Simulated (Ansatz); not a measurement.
# Squeezing and shearing amorphous Si (100 atoms), part 2 of 3

How stiff is amorphous Si (100 atoms)?

Ansatz 0.2.0; Kohn-Sham DFT, PBE, PAW (set soft_1), plane waves; PAW set soft_1.

The cell: 100 Si. The quench rate of 500 K/ps far exceeds what a furnace or splat quench reaches. The starting topology of bonds comes from the classical model. The Brillouin zone is sampled at Γ only.

So far. Step 2 (Single point at the start): The r.m.s. force at the start is 0.70 eV/Å. Step 3 (Cell and atoms relaxed): The relaxation converged after 15 steps, with a largest force component of 0.045 eV/Å.

## 4. Single point at the relaxed geometry

The electronic structure is read at the final geometry, in a run of its own.

Input file input.yaml:

```yaml
crystal:
  lattice:
    - [12.80044, 0.12843, -0.01549]
    - [0.12843, 12.63019, -0.12872]
    - [-0.01549, -0.12872, 12.88061]
  atoms:
    - { symbol: Si, position: [0.64902, 0.36834, 0.61705] }
    - { symbol: Si, position: [0.69059, 0.10829, 0.74996] }
    - { symbol: Si, position: [0.15522, 0.64717, 0.29862] }
    - { symbol: Si, position: [0.17483, 0.34909, 0.39831] }
    - { symbol: Si, position: [0.76794, 0.656, 0.94494] }
    - { symbol: Si, position: [0.05812, 0.31743, 0.71112] }
    [... 88 atom lines left out ...]
    - { symbol: Si, position: [0.50449, 0.48839, 0.8314] }
    - { symbol: Si, position: [0.74397, 0.05105, 0.57554] }
    - { symbol: Si, position: [0.79693, 0.09648, 0.90135] }
    - { symbol: Si, position: [0.64439, 0.86398, 0.90366] }
    - { symbol: Si, position: [0.45651, 0.97337, 0.33606] }
    - { symbol: Si, position: [0.08846, 0.11737, 0.0892] }
kpoints:
  mp_grid: { grid: [1, 1, 1] }
hamiltonian:
  xc: pbe
  pseudopotentials: { kind: paw, azcp: { folder: soft_1 } }
scf:
  occupations: { method: gaussian, width: 0.05 }
output:
  forces: true
  stress: true
  populations: true
  dos:
    method: { smearing: { sigma: 0.15 } }
    de: 0.1
    projected: { site_lists: { Si: [Si] } }
  eigenvalues: true
  write_density: true
  write_potential: true
  volumetric_format: npy
  elf: true
```

The run is started by

```sh
> ansatz run input.yaml --threads 4 --pin off --max-ram 8192MiB --backend cpu --events-out ev --progress --plain --runs-dir out
```

Output:

```text
[...]
Crystal: 100 atoms, lattice volume = 2082.007 Å³
Basis set: ecut = 420 eV, 40713 PW (Γ), exchange–correlation on 180×180×180 points (8 copies of the dense FFT grid, shifted against one another)
Bands: 300, of which v1, the nominal top of the filled ones, is band 200 counted from 1 (199 counted from 0)
Symmetry: 1 space group operations
[...]
k-points: 1
[...]
SCF iter   1: F=—  HF=-63565.512247 eV  |F-HF|=—  |Δ(HF+E_count)|=         —  Δρ=4.18e-2  dr2=4.40e1  ethr=3.10e-3  ⟨swp⟩=8.0  Hψ=1669  notcnv=0  defer=33
[...]
SCF iter  11: F=-63555.238443 eV  HF=-63555.238443 eV  |F-HF|=2.59e-9  |Δ(HF+E_count)|=   1.68e-7  Δρ=4.92e-7  dr2=1.70e-8  ethr=2.50e-11  ⟨swp⟩=22.0  Hψ=3204  notcnv=0
SCF 1 converged in 11 iterations: F = -63555.238443 eV  dr2 = 1.70e-8
[...]
SCF converged after 11 iterations
Free energy (F): -63555.238443 eV
[...]
Internal energy: -63555.238412 eV  (E = F + TS)
E sigma→0 (E₀):  -63555.238427 eV
Entropy (-TS):   -0.000031 eV (-0.000 meV/atom)
Fermi energy:    5.931769 eV
[...]
--- Forces (eV/Å), atoms counted from 1 ---
  atom   1  Si     0.00250300     0.00042073     0.00899407
  atom   2  Si    -0.00873553    -0.00113054    -0.00364692
  atom   3  Si    -0.00020836     0.00045853    -0.00579808
  atom   4  Si    -0.00506670     0.00343213     0.00295096
  atom   5  Si     0.00423164    -0.00508582    -0.00151626
  atom   6  Si    -0.00146101    -0.00017576    -0.00453496
  atom   7  Si    -0.01134392     0.00329153    -0.00620429
  atom   8  Si     0.00452283    -0.00133950     0.00314887
  atom   9  Si     0.00532534     0.00775002    -0.00487063
  atom  10  Si    -0.01736571     0.01337874     0.00772864
  atom  11  Si     0.00612941     0.00521108    -0.00896644
  atom  12  Si     0.00073889     0.00111937     0.00305374
  atom  13  Si    -0.00397489    -0.00092188    -0.00374887
  atom  14  Si     0.00923274     0.00755072    -0.00745002
[...]
atom  99  Si     0.00466471     0.00584678     0.00646187
  atom 100  Si    -0.00070730     0.00209566    -0.00300061
  max |Σ_I F_I| component: 1.46e-5 eV/Å
--- Stress (GPa, compression-positive) ---
        0.002766       0.004707      -0.003517
        0.004707       0.005590      -0.001689
       -0.003517      -0.001689      -0.003451
  P = ⅓ Tr σ = 0.0016 GPa (0.016 kbar)
--- Band table (eV) ---
[...]
--- Löwdin populations: 100 sites ---
  site symbol       q [e]
     0     Si      3.9473
     1     Si      3.9919
     2     Si      3.9704
[...]
99     Si      3.9308
  spilling = 0.012096 (of n_electrons = 400.000000)
```

Elapsed: 16 s, on 4 threads of Intel Xeon Platinum 8375C at 2.90GHz (Ice Lake), shared host; peak memory 2.2 GiB.

Numbers from this run:

* free energy: -63555.2384 eV
* free energy per atom: -635.5524 eV/atom
* SCF cycles: 11
* pressure: 0.001635 GPa
* r.m.s. force component: 0.00729 eV/Å
* longest force: 0.04896 eV/Å
* Fermi energy: 5.932 eV
* gap (highest filled to lowest empty level): 0.275 eV
* spilling of the projection: 0.0121

The mean of these charges, 0.048 e, is only the charge that the projection spills.

Löwdin charges by element and coordination (they lack the spilled electrons, 0.048 e an atom on average):

```csv
element,coordination,atoms,mean charge (e),spread,least,most
Si,all,100,0.0484,0.0361,-0.0708,0.165
Si,3,1,-0.0708,0,-0.0708,-0.0708
Si,4,83,0.0482,0.0301,-0.0565,0.128
Si,5,15,0.0537,0.0503,-0.0281,0.165
Si,6,1,0.102,0,0.102,0.102
```

States in the cell by windows of 1 eV, zero at the Fermi level; the larger projections on atomic orbitals stand beside the total:

```csv
from (eV),to (eV),total,Si p,Si s
-13,-12,1.9,0.1,1.9
-12,-11,13.8,3.2,10.4
-11,-10,26.1,7.7,18.2
-10,-9,21.0,6.9,14.0
-9,-8,37.9,13.7,24.0
-8,-7,22.7,9.7,12.8
-7,-6,25.5,13.4,11.9
-6,-5,27.2,16.5,10.5
-5,-4,35.0,26.9,7.7
-4,-3,47.4,41.7,5.2
-3,-2,57.7,52.7,4.3
-2,-1,55.1,50.7,3.4
-1,0,28.4,24.8,2.7
0,1,20.4,14.2,4.5
1,2,50.2,32.7,10.8
2,3,53.3,34.2,9.3
```

The levels nearest the highest filled one (over half full), pooled over k-points and spins:

```csv
level less the highest filled one (eV),occupation
-0.482,2
-0.415,2
-0.329,2
-0.219,2
-0.109,2
0,2
0.275,0
0.294,0
0.431,0
0.622,0
0.719,0
0.779,0
```

ELF in the bc plane at fractional x = 0.066, with atoms of Si within 0.2 Å of it. It is the smooth field of the valence electrons, not physical close to the nuclei.

Ten even steps from '0' (0.01) to '9' (0.93), each cell a mean:
```
111223577656763123578998510000000000
111124689987420001378998630000000001
556676689874100013454556752111111235
458998546753112235764458986555323566
447998668886566545775479996688633564
566654578986688643344478864468632454
998621146654467521000136644456511258
887531125544576410000014677664200147
666653113568998532100002455531000025
689984100246887566420001233210000014
689974100013555788630014666531100013
355665543211346888630026887666432222
323578765542234565310036766578765433
212477543565322221000036766578765553
211366543576422100000147887654457875
543589986655322110001346765311268886
887679997421112211112356653101355545
998546774100001222112468986211365445
666778863000012321001379987533589876
236899962000134432001366545887679974
236778764223455554334687546998434653
477434787657886678876899877897445764
588647999669997789974589754456567754
367667886347986578854567420012444322
```
Columns run along b (12.6 Å), rows up along c (12.9 Å). Atoms in or near the plane, at fractional coordinates: Si at (0.32, 0.71), Si at (0.87, 0.12), Si at (0.74, 0.74), Si at (0.01, 0.80), Si at (0.21, 0.41), Si at (0.94, 0.28), Si at (0.59, 0.86), Si at (0.73, 0.46).

Valence density in the bc plane at fractional x = 0.066, with atoms of Si within 0.2 Å of it. It is the smooth field of the valence electrons, not physical close to the nuclei.

Ten even steps from '0' (0.01 e/Å³) to '9' (0.55 e/Å³), each cell a mean:
```
011112467655421112468973100000000000
111112468863210001258974200000000001
333335678642100001355555421000001123
557777546532111123564247643222112355
237876567754332223465579986554323464
566543346876565322222346763466322345
886421124653365311000113553354211135
676421113554575310000002456542100013
566642111346776431100001233210000012
579852100123576654210001122100000012
468752100012356776310001233211000012
234443322111246775210012466543111111
122346655432233432100013553465322221
111246534653221110000013554465433322
111246534653211000000013565433234543
322358975432110000000123333211246775
765578863110000000000123432101245445
887656531000000000001135653111255436
556777521000000000000247876432469876
234798521000001110001246545766679853
235787632101122222222467546998545653
356535764333444455656788755677435753
357657998667776568974576422224456543
223445787447754345764564200001122221
```
Columns run along b (12.6 Å), rows up along c (12.9 Å). Atoms in or near the plane, at fractional coordinates: Si at (0.32, 0.71), Si at (0.87, 0.12), Si at (0.74, 0.74), Si at (0.01, 0.80), Si at (0.21, 0.41), Si at (0.94, 0.28), Si at (0.59, 0.86), Si at (0.73, 0.46).

Filled and empty levels are parted by 0.275 eV (at Γ alone); a semilocal functional tends to put such gaps too low. In a disordered cell it changes from sample to sample, and tail or defect levels can set it. Löwdin charges run from -0.07 to +0.16 e, about a mean that is the spilled charge alone. Within 0.4 eV of the Fermi level the largest share is Si p (83 % of the projected weight).

## 5. Volume -3 %

The relaxed cell is scaled evenly and the atoms are relaxed again; the stress at the end gives one point of P(V).

input.yaml, the sections that differ from step 4:

```yaml
crystal:
  lattice:
    - [12.67113, 0.12713, -0.01533]
    - [0.12713, 12.5026, -0.12742]
    - [-0.01533, -0.12742, 12.75049]
  atoms:
    [... the 100 atom lines of step 4 ...]
output:
  forces: true
  eigenvalues: true
  stress: true
relax:
  f_tol: 0.05
  max_steps: 70
# kpoints, hamiltonian, scf: as in step 4
```

Output:

```text
Warning: output.stress: scf.convergence.dr2_threshold = 1e-7 eV (the SCF's general default) is looser than the 1e-8 eV advised for a printed stress (1e-10 eV for each atom of the cell: 100). What an SCF threshold leaves in a stress goes as its square root, and in the free energy as the threshold itself, and one threshold admits the most on a small cell: [...]
[...]
Crystal: 100 atoms, lattice volume = 2019.545 Å³
Basis set: ecut = 420 eV, 39475 PW (Γ), exchange–correlation on 180×180×180 points (8 copies of the dense FFT grid, shifted against one another)
Bands: 300, of which v1, the nominal top of the filled ones, is band 200 counted from 1 (199 counted from 0)
Symmetry: 1 space group operations
[...]
k-points: 1
[...]
SCF iter   1: F=—  HF=-63565.913273 eV  |F-HF|=—  |Δ(HF+E_count)|=         —  Δρ=4.35e-2  dr2=4.62e1  ethr=3.10e-3  ⟨swp⟩=8.0  Hψ=1704  notcnv=0  defer=35
[...]
SCF iter   8: F=—  HF=-63554.739104 eV  |F-HF|=—  |Δ(HF+E_count)|=   1.54e-4  Δρ=1.34e-5  dr2=1.16e-5  ethr=1.56e-8  ⟨swp⟩=17.0  Hψ=2206  notcnv=0
SCF iter   9: F=-63554.739123 eV  HF=-63554.739122 eV  |F-HF|=6.65e-7  |Δ(HF+E_count)|=   1.85e-5  Δρ=3.93e-6  dr2=1.00e-6  ethr=2.90e-9  ⟨swp⟩=4.0  Hψ=1063  notcnv=0
SCF 1 converged in 9 iterations: F = -63554.739123 eV  dr2 = 1.00e-6
[...]
relax step   1: F+E_penalty+E_count = -63554.73912298 eV  Δ(F+E_penalty+E_count) = +0.000e0 eV  max|allowed force component| = 1.967e-1 eV/Å  Δτ_max = 0.0000 Å  (9 SCF iters, dr2 threshold 6.25e-5 eV, accepted)
[...]
relax step   2: F+E_penalty+E_count = -63554.82808068 eV  Δ(F+E_penalty+E_count) = -8.896e-2 eV  max|allowed force component| = 7.797e-2 eV/Å  Δτ_max = 0.0621 Å  (9 SCF iters, accepted)
[...]
relax step   3: F+E_penalty+E_count = -63554.85495196 eV  Δ(F+E_penalty+E_count) = -2.687e-2 eV  max|allowed force component| = 4.930e-2 eV/Å  Δτ_max = 0.0312 Å  (8 SCF iters, accepted)
SCF converged after 8 iterations
Free energy (F): -63554.854952 eV
[...]
Internal energy: -63554.854946 eV  (E = F + TS)
E sigma→0 (E₀):  -63554.854949 eV
Entropy (-TS):   -0.000006 eV (-0.000 meV/atom)
Fermi energy:    6.241801 eV
[...]
Σ components = -63554.854952   (vs F -63554.854952, Δ=0.00e0)
--- Forces (eV/Å), atoms counted from 1 ---
  atom   1  Si     0.00414226     0.00613064     0.01181173
  atom   2  Si    -0.00190808    -0.00463181    -0.01410975
  atom   3  Si     0.00030658     0.00918911     0.00586763
  atom   4  Si     0.00778487    -0.00200226     0.01648030
[...]
atom 100  Si    -0.01379524     0.00923519     0.00458878
  max |Σ_I F_I| component: 3.33e-5 eV/Å
--- Stress (GPa, compression-positive) ---
        2.018651      -0.030941       0.096798
       -0.030941       2.032495      -0.036334
        0.096798      -0.036334       2.073437
  P = ⅓ Tr σ = 2.0415 GPa (20.415 kbar)
--- Band table (eV) ---
[...]
--- Relaxed structure (3 steps of the walk, 3 accepted, 0 SCFs on fresh bases) ---
  F+E_penalty+E_count = -63554.85495196 eV   max|allowed force component| = 4.930e-2 eV/Å
  atoms:
    - { symbol: Si, position: [0.648999, 0.367228, 0.617398] }
    - { symbol: Si, position: [0.689524, 0.105806, 0.748921] }
    - { symbol: Si, position: [0.152709, 0.647836, 0.300074] }
    - { symbol: Si, position: [0.173947, 0.348133, 0.396459] }
[...]
- { symbol: Si, position: [0.089814, 0.119606, 0.086984] }
```

It took 35 s on 4 threads; peak memory 2.2 GiB; 2.2 min of CPU time.

The program notes that the SCF threshold is loose for the stress.

The relaxation converged after 3 steps, 0.116 eV below its start, with a largest force component of 0.049 eV/Å.

Volume -3 %: the energy stands 0.383 eV above that of the reference, at a pressure of 2.04 GPa.

## 6. Volume +3 %

The relaxed cell is scaled to another volume.

Input and log are left out; they have the form of those shown for this kind of step.

It took 2.1 min on 4 threads of Intel Xeon Platinum 8375C at 2.90GHz (Ice Lake), shared host; peak memory 2.2 GiB.

The relaxation converged after 12 steps, 0.191 eV below its start, with a largest force component of 0.038 eV/Å.

Volume +3 %: the energy stands 0.256 eV above that of the reference, at a pressure of -1.63 GPa.

## 7. Volume -6 %

The relaxed cell is scaled to another volume.

input.yaml, the sections that differ from step 5:

```yaml
crystal:
  lattice:
    - [12.53913, 0.12581, -0.01517]
    - [0.12581, 12.37236, -0.12609]
    - [-0.01517, -0.12609, 12.61767]
  atoms:
    [... the 100 atom lines of step 4 ...]
# kpoints, hamiltonian, scf, output, relax: as in step 5
```

Output:

```text
[...]
Crystal: 100 atoms, lattice volume = 1957.087 Å³
Basis set: ecut = 420 eV, 38209 PW (Γ), exchange–correlation on 180×180×180 points (8 copies of the dense FFT grid, shifted against one another)
Bands: 300, of which v1, the nominal top of the filled ones, is band 200 counted from 1 (199 counted from 0)
Symmetry: 1 space group operations
[...]
k-points: 1
[...]
SCF iter   1: F=—  HF=-63565.287121 eV  |F-HF|=—  |Δ(HF+E_count)|=         —  Δρ=4.53e-2  dr2=4.85e1  ethr=3.10e-3  ⟨swp⟩=8.0  Hψ=1666  notcnv=0  defer=35
[...]
SCF iter   8: F=—  HF=-63553.128027 eV  |F-HF|=—  |Δ(HF+E_count)|=   4.85e-4  Δρ=2.26e-5  dr2=2.95e-5  ethr=7.77e-8  ⟨swp⟩=2.0  Hψ=402  notcnv=0  defer=94
SCF iter   9: F=-63553.128091 eV  HF=-63553.128088 eV  |F-HF|=2.91e-6  |Δ(HF+E_count)|=   6.12e-5  Δρ=6.75e-6  dr2=2.63e-6  ethr=7.37e-9  ⟨swp⟩=18.0  Hψ=2162  notcnv=0
SCF 1 converged in 9 iterations: F = -63553.128091 eV  dr2 = 2.63e-6
[...]
relax step   1: F+E_penalty+E_count = -63553.12809141 eV  Δ(F+E_penalty+E_count) = +0.000e0 eV  max|allowed force component| = 4.193e-1 eV/Å  Δτ_max = 0.0000 Å  (9 SCF iters, dr2 threshold 6.25e-5 eV, accepted)
[...]
relax step   2: F+E_penalty+E_count = -63553.49983200 eV  Δ(F+E_penalty+E_count) = -3.717e-1 eV  max|allowed force component| = 1.685e-1 eV/Å  Δτ_max = 0.1220 Å  (7 SCF iters, dr2 threshold 1.10e-5 eV, accepted)
[...]
relax step   3: F+E_penalty+E_count = -63553.62224290 eV  Δ(F+E_penalty+E_count) = -1.224e-1 eV  max|allowed force component| = 8.776e-2 eV/Å  Δτ_max = 0.0671 Å  (9 SCF iters, accepted)
relax step   4: F+E_penalty+E_count = -63553.64132556 eV  Δ(F+E_penalty+E_count) = -1.908e-2 eV  max|allowed force component| = 7.304e-2 eV/Å  Δτ_max = 0.0328 Å  (8 SCF iters, accepted)
[...]
relax step   5: F+E_penalty+E_count = -63553.65145510 eV  Δ(F+E_penalty+E_count) = -1.013e-2 eV  max|allowed force component| = 4.719e-2 eV/Å  Δτ_max = 0.0362 Å  (8 SCF iters, accepted)
SCF converged after 8 iterations
Free energy (F): -63553.651455 eV
[...]
Internal energy: -63553.651455 eV  (E = F + TS)
E sigma→0 (E₀):  -63553.651455 eV
Entropy (-TS):   -0.000000 eV (-0.000 meV/atom)
Fermi energy:    6.575256 eV
[...]
Σ components = -63553.651455   (vs F -63553.651455, Δ=0.00e0)
--- Forces (eV/Å), atoms counted from 1 ---
  atom   1  Si    -0.00645532     0.00336563    -0.00281592
  atom   2  Si     0.00301126     0.00485532     0.00004254
  atom   3  Si     0.00587006    -0.00240877     0.00003390
  atom   4  Si    -0.01396081    -0.00102477     0.00550326
[...]
atom 100  Si     0.01201674    -0.00623681     0.00104902
  max |Σ_I F_I| component: 1.42e-5 eV/Å
--- Stress (GPa, compression-positive) ---
        4.133693      -0.048075       0.198118
       -0.048075       4.200877      -0.092561
        0.198118      -0.092561       4.311965
  P = ⅓ Tr σ = 4.2155 GPa (42.155 kbar)
--- Band table (eV) ---
[...]
--- Relaxed structure (5 steps of the walk, 5 accepted, 0 SCFs on fresh bases) ---
  F+E_penalty+E_count = -63553.65145510 eV   max|allowed force component| = 4.719e-2 eV/Å
  atoms:
    - { symbol: Si, position: [0.648314, 0.364491, 0.618236] }
    - { symbol: Si, position: [0.688699, 0.100022, 0.745856] }
    - { symbol: Si, position: [0.149635, 0.649674, 0.301427] }
    - { symbol: Si, position: [0.173898, 0.346230, 0.394662] }
[...]
- { symbol: Si, position: [0.090798, 0.123419, 0.085639] }
```

Run time: 53 s. Hardware: 4 threads; peak memory 2.1 GiB.

The relaxation converged after 5 steps, 0.523 eV below its start, with a largest force component of 0.047 eV/Å.

Volume -6 %: the energy stands 1.59 eV above that of the reference, at a pressure of 4.22 GPa.

## 8. Volume +6 %

The relaxed cell is scaled to another volume.

Input and log are left out; they have the form of those shown for this kind of step.

Elapsed: 3.3 min, on 4 threads of Intel Xeon Platinum 8375C at 2.90GHz (Ice Lake), shared host; peak memory 2.3 GiB.

The relaxation converged after 17 steps, 0.599 eV below its start, with a largest force component of 0.041 eV/Å.

Volume +6 %: the energy stands 1.10 eV above that of the reference, at a pressure of -3.02 GPa.

## 9. Volume -10 %

The relaxed cell is scaled to another volume.

Input and log are left out; they have the form of those shown for this kind of step.

The job ended after 98 s (4 threads of Intel Xeon Platinum 8375C at 2.90GHz (Ice Lake), shared host; peak memory 2 GiB).

The relaxation converged after 10 steps, 1.77 eV below its start, with a largest force component of 0.040 eV/Å.

Volume -10 %: the energy stands 4.56 eV above that of the reference, at a pressure of 7.13 GPa.

[end of part 2 of 3]

[Long decimals in the printed logs are rounded to 6 places.]

[Logs are printed without paths, hosts, clocks, repeated set-up lines and the standing remarks that a program may print on its own settings, such as how far it seeks lower states.]

[Hosts, paths, dates, database ids (printed as entryN), source tags and the programs' standing remarks are cut or masked in the printed files.]
